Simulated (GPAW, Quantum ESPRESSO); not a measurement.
Consider La2O3 (P-3m1).

```
La O
1.0
     3.93078    0.00000    0.00000
    -1.96539    3.40415    0.00000
     0.00000    0.00000    6.11195
La O
2 3
Direct
  0.33333 0.66667 0.24624
  0.66667 0.33333 0.75376
  0.00000 0.00000 0.00000
  0.33333 0.66667 0.64589
  0.66667 0.33333 0.35411
```

Absorber: atom 3, with 6 La at 2.72 Å (octahedral, site symmetry -3m). Method: GPAW, PBE, full core hole (charged cell), 15-atom cell with 6.8 Å between holes, 3×3×3 k points, dipole transitions, Gaussian full width 0.9 eV up to 4 eV, rising linearly to 3.5 eV at 25 eV, without spin-orbit coupling.

**Question.** Where do the maxima of the O K edge fall?

Main maxima up to 24 eV above the zero (height): 1.3 eV (3.01), 5.8 eV (1.83), 9.5 eV (0.75), 14.6 eV (0.85) and 23.4 eV (1.15). A K edge sees empty p states on the absorber. The total-energy difference plus the lowest empty eigenvalue puts the zero at 538.98 eV. One term is added: -8.91 eV, since the hole is spin-paired here and a spin-polarised one costs that much less in the free atom (computed apart). The photon energy is then 530.07 eV. The functional and the charged cell's background leave an error of a few eV in such absolute values.

The O K spectrum (energy from the lowest empty level; intensity scaled to a mean of 1 over the first 20 eV; polarised curves are means over the symmetry-equivalent atoms):

```
E (eV)  isotropic  ε ⊥ c  ε ∥ c
  -2.0       0.00   0.00   0.00
  -1.4       0.00   0.00   0.00
  -0.8       0.00   0.01   0.00
  -0.2       0.13   0.14   0.09
   0.4       0.90   1.09   0.52
   1.0       2.58   2.76   2.22
   1.6       2.75   2.68   2.89
   2.2       1.76   2.15   0.99
   2.8       1.14   1.25   0.92
   3.4       1.05   0.54   2.07
   4.0       1.00   0.44   2.12
   4.6       1.25   0.79   2.17
   5.2       1.64   1.51   1.89
   5.8       1.83   2.38   0.75
   6.4       1.42   2.00   0.25
   7.0       0.70   0.98   0.14
   7.6       0.47   0.63   0.17
   8.2       0.49   0.61   0.25
   8.8       0.64   0.73   0.48
   9.4       0.75   0.68   0.89
  10.0       0.70   0.51   1.09
  10.6       0.58   0.41   0.93
  11.2       0.51   0.41   0.72
  11.8       0.51   0.42   0.67
  12.4       0.54   0.45   0.73
  13.0       0.64   0.51   0.90
  13.6       0.76   0.60   1.08
  14.2       0.84   0.68   1.15
  14.8       0.85   0.75   1.05
  15.4       0.83   0.81   0.86
  16.0       0.80   0.86   0.69
  16.6       0.79   0.89   0.59
  17.2       0.79   0.92   0.54
  17.8       0.82   0.97   0.53
  18.4       0.88   1.04   0.56
  19.0       0.92   1.08   0.61
  19.6       0.95   1.09   0.67
  20.2       0.97   1.07   0.77
  20.8       1.00   1.06   0.89
  21.4       1.05   1.06   1.02
  22.0       1.10   1.08   1.13
  22.6       1.13   1.08   1.22
  23.2       1.15   1.08   1.28
  23.8       1.14   1.06   1.30
  24.4       1.12   1.05   1.25
  25.0       1.08   1.04   1.16
  25.6       1.03   1.02   1.05
  26.2       0.97   0.98   0.94
  26.8       0.90   0.93   0.86
  27.4       0.84   0.85   0.80
  28.0       0.78   0.78   0.77
  28.6       0.74   0.72   0.78
```

The crystal has 2 inequivalent O sites and not all are shown here, while a measurement adds them all. The mesh is coarse (0.37 Å⁻¹ between points), so small maxima may be mesh ripples. The structure is a computed Materials Project entry and may be a hypothetical form.

[Banner, clock and machine lines of the logs are left out without a mark of their own.]

[Logs are printed without paths, hosts, clocks, repeated set-up lines and the standing remarks that a program may print on its own settings, such as how far it seeks lower states.]

[Hosts, paths, dates, database ids (printed as entryN), source tags and the programs' standing remarks are cut or masked in the printed files.]

[Lists of maxima count a maximum above −3 eV only where it reaches 4 % of the highest in the window and stands out from its surroundings by 2 % of it (1.5 % where it reaches 55 %); shoulders and weaker maxima are passed over, and of the rest the first, up to two pre-edge ones and the few strongest are named.]
